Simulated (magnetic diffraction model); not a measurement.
# HoHf3B2: what an assumed order does to the neutron pattern

Space group P6/mmm (no. 191), a = 5.8850 Å, c = 3.2800 Å.

| site | atom | x | y | z |
| --- | --- | --- | --- | --- |
| 3g | Hf | 0 | 1/2 | 1/2 |
| 1a | Ho | 0 | 0 | 0 |
| 2c | B | 2/3 | 1/3 | 0 |

This is a made-up structure (elements placed in a structure type, unrelaxed), so the numbers test the method and describe no known phase.

Only Ho is taken to order (form factors of Ho3+); orders and moment sizes are assumed, and not adapted to the symmetry. Radiation: neutrons of λ = 2.41 Å (absorption by B left out), 5° to 80°; isotropic B of 0.41 Å² (Hf), 0.42 Å² (Ho) and 0.72 Å² (B). The intensities are simulated: I ∝ L Σ (|F_N|² + |F_M⊥|²) for unpolarised neutrons, with F_M = 2.695 fm/μB × Σ f(s) S exp(2πi Q·r) exp(−B s²) at Q = H ± k (one set where k and −k are equivalent), only the part normal to Q counting and L = 1/(sin²θ cos θ). For collinear order S is the moment m, which repeats by lattice and centring translations R with the sign exp(−2πi k·R). Form factors are spin-only for 3d ions and dipole or tabulated for f ions, scattering lengths are Sears's of 1992, and absorption is left out. A label names one of the reflections at its angle. The strongest nuclear line in the range is 100, and lines under 0.2 are left out.

Assume the order k = (0 1/2 1/2), collinear moments along [101], 6.8 μB on Ho.

Predict the pattern, nuclear and magnetic parts apart.

```tsv
2θ (°)	index	nuclear	magnetic
25.23	(0 1/2 1/2)	0.0	71.7
27.35	(1 0 0)	8.7	0.0
31.93	(1 -1/2 1/2)	0.0	24.9
42.53	(1 1/2 1/2)	0.0	40.1
43.11	(0 0 1)	1.1	0.0
47.08	(0 3/2 1/2)	0.0	22.0
48.35	(1 1 0)	14.4	0.0
51.81	(1 0 1)	24.0	0.0
55.31	(2 -1/2 1/2)	0.0	12.1
56.44	(2 0 0)	63.5	0.0
66.33	(1 3/2 1/2)	0.0	19.2
66.75	(1 1 1)	100.0	0.0
68.61	(0 1/2 3/2)	0.0	8.0
69.78	(2 1/2 1/2)	0.0	11.6
72.01	(1 -1/2 3/2)	0.0	6.5
73.57	(2 0 1)	52.6	0.0
76.48	(0 5/2 1/2)	0.0	8.0
77.44	(2 1 0)	2.9	0.0
78.64	(1 1/2 3/2)	0.0	11.5
79.75	(3 -3/2 1/2)	0.0	2.1
```

The strongest magnetic line in the range is (0 1/2 1/2) at 25.23° (71.7). On top of the Lorentz factor, which all lines share, magnetic lines fade with angle because f falls: for Ho3+ it is 0.96, 0.85, 0.71 and 0.44 at sin θ/λ = 0.1, 0.2, 0.3 and 0.5 Å⁻¹, while nuclear lengths stay constant. The order has no net moment.

[Logs are printed without paths, hosts, clocks, repeated set-up lines and the standing remarks that a program may print on its own settings, such as how far it seeks lower states.]
